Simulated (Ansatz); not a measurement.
# O on W(100): change of the work function, part 3 of 3

Wanted: Δφ(θ) for O/W(100), starting from the hollow site.

Ansatz 0.2.0; plane-wave DFT, PBE, Ansatz PAW.

So far, work function, upper face (eV): step 2 (the clean slab) 4.14; step 3 (21 atoms, coverage 0.25 ML, cell 2x2) 3.91.

## Step 4: Adsorbate added, k-mesh 12×12×1, coverage 1 ML

System of this step: W5O (O/W(100)). The cell holds 6 atoms: 5 W and 1 O. Its edges and angles: a = 3.160 Å, b = 3.160 Å, c = 24.957 Å, α = 90.0°, β = 90.0°, γ = 90.0°. Vacuum lies along c.

Another coverage, to see how the dipoles act on each other as their distance changes.

The input, input.yaml:

```yaml
crystal:
  lattice:
    - [3.16, 0.0, 0.0]
    - [0.0, 3.16, 0.0]
    - [0.0, 0.0, 24.9568283374]
  atoms:
    - { symbol: W, position: [0.0, 0.0, 0.3606227473] }
    - { symbol: W, position: [0.5, 0.5, 0.423932074] }
    - { symbol: W, position: [0.0, 0.0, 0.4872080863] }
    - { symbol: W, position: [0.5, 0.5, 0.5531065788] }
    - { symbol: W, position: [0.0, 0.0, 0.6104223713] }
    - { symbol: O, position: [0.5, 0.5, 0.6393772527] }
kpoints:
  mp_grid: { grid: [12, 12, 1] }
hamiltonian:
  xc: pbe
scf:
  occupations: { method: fermi_dirac, width: 0.1 }
  convergence: { dr2_threshold: 1.0e-08 }
efield:
  axis: 3
  dipole_correction: true
  ramp_position: 0.97
  ramp_width: 0.06
relax:
  f_tol: 0.02
  max_steps: 60
  constraints: [{ sites: [0, 1] }]
output:
  write_potential: true
  write_density: true
  volumetric_format: npy
```

Run with:

```
$ ansatz run input.yaml --threads 4 --pin off --max-ram 6144MiB --backend cpu --events-out ev --progress --plain --runs-dir out
```

Numbers of over 12 decimals in the logs are rounded to 6 here.

The log of the run:

```text
[...]
Crystal: 6 atoms, lattice volume = 249.209 Å³
Basis set: ecut = 420 eV, 4915 PW (Γ), exchange–correlation on 48×48×360 points (8 copies of the dense FFT grid, shifted against one another)
Bands: 46, of which v1, the nominal top of the filled ones, is band 38 counted from 1 (37 counted from 0)
Symmetry: 8 space group operations
[...]
k-points: 28 of 144
[...]
SCF iter   1: F=—  HF=-52486.539634 eV  |F-HF|=—  |Δ(HF+E_count)|=         —  Δρ=6.07e-3  dr2=7.52e-1  ethr=1.77e-3  p=-0.003 e·Å  D=-1.90e-3 V/Å  ΔV_dip=0.05 eV  dr2_dipole=2.42e-1  V_vac-E_F(+/−)=4.32/4.27 eV  ⟨swp⟩=8.9  Hψ=6368  notcnv=0
[...]
SCF iter  10: F=-52486.521207 eV  HF=-52486.521207 eV  |F-HF|=1.89e-10  |Δ(HF+E_count)|=   9.71e-9  Δρ=5.56e-7  dr2=3.47e-9  ethr=1.32e-11  p=0.030 e·Å  D=2.17e-2 V/Å  ΔV_dip=-0.54 eV  dr2_dipole=3.13e-10  V_vac-E_F(+/−)=3.72/4.26 eV  ⟨swp⟩=11.2  Hψ=9446  notcnv=0
SCF 1 converged in 10 iterations: F = -52486.521207 eV  dr2 = 3.47e-9
[...]
relax step   1: F+E_penalty+E_count = -52486.52120726 eV  Δ(F+E_penalty+E_count) = +0.000e0 eV  max|allowed force component| = 1.583e0 eV/Å  Δτ_max = 0.0000 Å  (10 SCF iters, accepted)
[...]
SCF iter   1: F=—  HF=-52486.634629 eV  |F-HF|=—  |Δ(HF+E_count)|=         —  Δρ=1.05e-2  dr2=4.91e0  ethr=3.10e-3  p=0.030 e·Å  D=2.17e-2 V/Å  ΔV_dip=-0.54 eV  dr2_dipole=1.93e0  V_vac-E_F(+/−)=3.60/4.14 eV  ⟨swp⟩=4.1  Hψ=2705  notcnv=0
[...]
SCF iter  10: F=-52486.556377 eV  HF=-52486.556377 eV  |F-HF|=7.70e-9  |Δ(HF+E_count)|=   7.82e-9  Δρ=6.82e-7  dr2=1.60e-9  ethr=1.32e-11  p=0.043 e·Å  D=3.12e-2 V/Å  ΔV_dip=-0.78 eV  dr2_dipole=1.59e-10  V_vac-E_F(+/−)=3.46/4.24 eV  ⟨swp⟩=11.6  Hψ=10216  notcnv=0
SCF 2 converged in 10 iterations: F = -52486.556377 eV  dr2 = 1.60e-9
relax step   2: F+E_penalty+E_count = -52486.55637726 eV  Δ(F+E_penalty+E_count) = -3.517e-2 eV  max|allowed force component| = 6.466e-1 eV/Å  Δτ_max = 0.0861 Å  (10 SCF iters, accepted)
[...]
SCF iter   9: F=-52486.585265 eV  HF=-52486.585265 eV  |F-HF|=1.10e-8  |Δ(HF+E_count)|=   2.55e-7  Δρ=1.04e-6  dr2=9.18e-9  ethr=1.32e-11  p=0.032 e·Å  D=2.32e-2 V/Å  ΔV_dip=-0.58 eV  dr2_dipole=7.65e-10  V_vac-E_F(+/−)=3.67/4.25 eV  ⟨swp⟩=12.0  Hψ=10328  notcnv=0
SCF 3 converged in 9 iterations: F = -52486.585265 eV  dr2 = 9.18e-9
[...]
relax step   3: F+E_penalty+E_count = -52486.58526479 eV  Δ(F+E_penalty+E_count) = -2.889e-2 eV  max|allowed force component| = 1.396e-1 eV/Å  Δτ_max = 0.0908 Å  (9 SCF iters, accepted)
[...]
relax step   4: F+E_penalty+E_count = -52486.58770923 eV  Δ(F+E_penalty+E_count) = -2.444e-3 eV  max|allowed force component| = 2.074e-2 eV/Å  Δτ_max = 0.0225 Å  (9 SCF iters, accepted)
SCF iter   1: F=—  HF=-52486.587641 eV  |F-HF|=—  |Δ(HF+E_count)|=         —  Δρ=1.72e-4  dr2=3.55e-4  ethr=1.06e-6  p=0.027 e·Å  D=1.98e-2 V/Å  ΔV_dip=-0.49 eV  dr2_dipole=8.58e-5  V_vac-E_F(+/−)=3.76/4.25 eV  ⟨swp⟩=2.0  Hψ=2229  notcnv=0
[...]
SCF iter   6: F=-52486.587732 eV  HF=-52486.587732 eV  |F-HF|=2.82e-8  |Δ(HF+E_count)|=   1.28e-7  Δρ=1.23e-6  dr2=6.65e-9  ethr=1.32e-11  p=0.027 e·Å  D=1.96e-2 V/Å  ΔV_dip=-0.49 eV  dr2_dipole=1.52e-10  V_vac-E_F(+/−)=3.76/4.25 eV  ⟨swp⟩=12.0  Hψ=10465  notcnv=0
SCF 5 converged in 6 iterations: F = -52486.587732 eV  dr2 = 6.65e-9
relax step   5: F+E_penalty+E_count = -52486.58773228 eV  Δ(F+E_penalty+E_count) = -2.304e-5 eV  max|allowed force component| = 6.902e-4 eV/Å  Δτ_max = 0.0019 Å  (6 SCF iters, accepted)
[...]
SCF converged after 6 iterations
Free energy (F): -52486.587732 eV
[...]
Internal energy: -52486.403011 eV  (E = F + TS)
E sigma→0 (E₀):  -52486.495372 eV
Entropy (-TS):   -0.184721 eV (-30.787 meV/atom)
Fermi energy:    4.990978 eV
Dipole field:    D = 0.019593 V/Å  (p = 0.026984 e·Å, saw-weighted, corrected)
Work function:   Φ+ = 3.7631 eV   Φ− = 4.2521 eV
[...]
--- Forces (eV/Å), atoms counted from 1 ---
  atom   1  W      0.00000000     0.00000000     1.30539255
  atom   2  W     -0.00000000     0.00000000    -1.30576531
  atom   3  W      0.00000000     0.00000000     0.00006605
  atom   4  W     -0.00000000    -0.00000000    -0.00066716
  atom   5  W      0.00000000    -0.00000000     0.00027021
  atom   6  O      0.00000000     0.00000000     0.00069017
  max |Σ_I F_I| component: 1.35e-5 eV/Å
--- Band table (eV; the first three rows and the last of 28) ---
  k-point 0: bands = [... 34 lower, 3.9486, 3.9486, 4.2930, 4.5283, 4.7077, 4.7780, 4.8864, 4.8864, ... 4 higher]
  k-point 1: bands = [... 34 lower, 3.6981, 4.0793, 4.3874, 4.4041, 4.6870, 4.7962, 5.1883, 5.2902, ... 4 higher]
  k-point 2: bands = [... 34 lower, 3.5722, 3.9457, 4.2155, 4.3085, 4.9451, 5.1749, 5.4414, 5.5792, ... 4 higher]
  k-point 27: bands = [... 34 lower, 4.0320, 4.0320, 5.4914, 6.0572, 6.8845, 7.0641, 7.0641, 7.1918, ... 4 higher]
--- Relaxed structure (5 steps of the walk, 5 accepted, 0 SCFs on fresh bases) ---
  F+E_penalty+E_count = -52486.58773228 eV   max|allowed force component| = 6.902e-4 eV/Å
  atoms:
    - { symbol: W, position: [0.0, 0.0, 0.360623] }
    - { symbol: W, position: [0.500000, 0.500000, 0.423932] }
    - { symbol: W, position: [1.1915662399351746e-18, 0, 0.487985] }
    - { symbol: W, position: [0.500000, 0.500000, 0.551741] }
    - { symbol: W, position: [3.51372016099003e-18, 0, 0.612712] }
    - { symbol: O, position: [0.500000, 0.500000, 0.642278] }
```

It took 20 s on 4 threads of AMD EPYC 9R14 (Zen 4), shared host; peak memory 0.75 GiB.

Relaxation path:

| step | energy less that of the first step (eV) | largest force component (eV/Å) |
| --- | --- | --- |
| 1 | 0.0000 | 1.5831 |
| 2 | -0.0352 | 0.6466 |
| 3 | -0.0641 | 0.1396 |
| 4 | -0.0665 | 0.0207 |
| 5 | -0.0665 | 0.0007 |

Forces are held to the 8 operations that the run works with; a distortion that breaks them can't arise in this run.

The atoms that moved most (Å):

| atom | dx | dy | dz | length |
| --- | --- | --- | --- | --- |
| O6 | 0.000 | 0.000 | 0.072 | 0.072 |
| W5 | 0.000 | 0.000 | 0.057 | 0.057 |
| W4 | 0.000 | 0.000 | -0.034 | 0.034 |
| W3 | 0.000 | 0.000 | 0.019 | 0.019 |

The relaxed structure:

```
W O
1.0
     3.16000    0.00000    0.00000
     0.00000    3.16000    0.00000
     0.00000    0.00000   24.95683
W O
5 1
Direct
  0.00000 0.00000 0.36062
  0.50000 0.50000 0.42393
  0.00000 0.00000 0.48798
  0.50000 0.50000 0.55174
  0.00000 0.00000 0.61271
  0.50000 0.50000 0.64228
```

Numbers from this step:

```yaml
energy_at_zero_smearing: -52486.4954 eV
work_function_upper_face: 3.763 eV
work_function_lower_face: 4.252 eV
dipole_along_the_normal: 0.02698 e·Å
step_between_the_vacuum_levels: -0.4890 eV
```

Running mean over 1.58 Å of the planar mean; the ramp of the sawtooth is left out. The electron's electrostatic potential energy less the Fermi level by z:

| z (Å) | electron's electrostatic potential energy less the Fermi level (eV) |
| --- | --- |
| 3.5 | 4.25 |
| 4.0 | 4.25 |
| 4.5 | 4.25 |
| 5.0 | 4.24 |
| 5.5 | 4.22 |
| 6.0 | 4.16 |
| 6.5 | 3.97 |
| 7.0 | 3.41 |
| 7.5 | 1.71 |
| 8.0 | -2.56 |
| 8.5 | -7.95 |
| 9.0 | -11.3 |
| 9.5 | -12.1 |
| 10.0 | -12.4 |
| 10.5 | -12.5 |
| 11.0 | -12.5 |
| 11.5 | -12.6 |
| 12.0 | -12.7 |
| 12.5 | -12.8 |
| 13.0 | -12.8 |
| 13.5 | -12.9 |
| 14.0 | -13.4 |
| 14.5 | -13.9 |
| 15.0 | -14.7 |
| 15.5 | -14.7 |
| 16.0 | -10.6 |
| 16.5 | -4.21 |
| 17.0 | 1.05 |
| 17.5 | 3.26 |
| 18.0 | 3.66 |
| 18.5 | 3.74 |
| 19.0 | 3.76 |
| 19.5 | 3.76 |
| 20.0 | 3.76 |
| 20.5 | 3.76 |
| 21.0 | 3.76 |
| 21.5 | 3.76 |

The relaxation took 5 steps and lowered the energy by 0.067 eV; the largest force on the free atoms ends at 6.9e-4 eV/Å.

The covered face has 3.76 eV, -0.38 eV against the clean one; the bare back face has moved by +0.00 eV, a measure of how thin the slab is.

## Step 5: Work function against coverage

This step: plane-wave DFT, PBE, Ansatz PAW; work function against coverage (Ansatz 0.2.0).

The runs are now put side by side.

Numbers from this step:

- work function of the clean face: 4.140 eV
- largest change of the work function: -0.3770 eV

Work function of the covered face against coverage:

| coverage (adsorbates/nm²) | work function of the covered face (eV) |
| --- | --- |
| 0.00 | 4.14 |
| 2.50 | 3.91 |
| 10.01 | 3.76 |

The dipole per adsorbate comes from the change of the cell's dipole. Coverage, by row:

| coverage (1/nm²) | coverage (ML) | work function (eV) | change (eV) | dipole per adsorbate, positive end outwards (debye) | mean height of the added atoms over the highest substrate atom (Å) |
| --- | --- | --- | --- | --- | --- |
| 2.504 | 0.25 | 3.906 | -0.2344 | 0.259 | 0.6289 |
| 10.01 | 1 | 3.763 | -0.377 | 0.1 | 0.7379 |

## Step 6: Summary of results

```json
{"work function of the clean face": "4.14 eV", "work function at 0.25 ML": "3.91 eV", "work function at 1 ML": "3.76 eV", "dipole per adsorbate at 0.25 ML, positive end outwards": "0.26 D"}
```

O lowers the work function of W(100) at the lowest coverage, by 0.23 eV: the adsorbate layer has its positive end outwards. An electronegative adsorbate that lowers the work function shows that charge transfer alone doesn't fix the sign: the pushed-back electron tail of the metal and the adsorbate's own polarisation count too. The slab has 5 layers, at the tabulated experimental lattice constant, one starting site was run, and quantum-size effects of a slab this thin can reach one or two tenths of an eV.

[Logs are printed without paths, hosts, clocks, repeated set-up lines and the standing remarks that a program may print on its own settings, such as how far it seeks lower states.]

[Hosts, paths, dates, database ids (printed as entryN), source tags and the programs' standing remarks are cut or masked in the printed files.]

[Maps of the electrostatic potential energy from Ansatz leave out the sawtooth potential of an applied field or a dipole correction, so their vacuum need not be flat; planar profiles and work functions include it.]
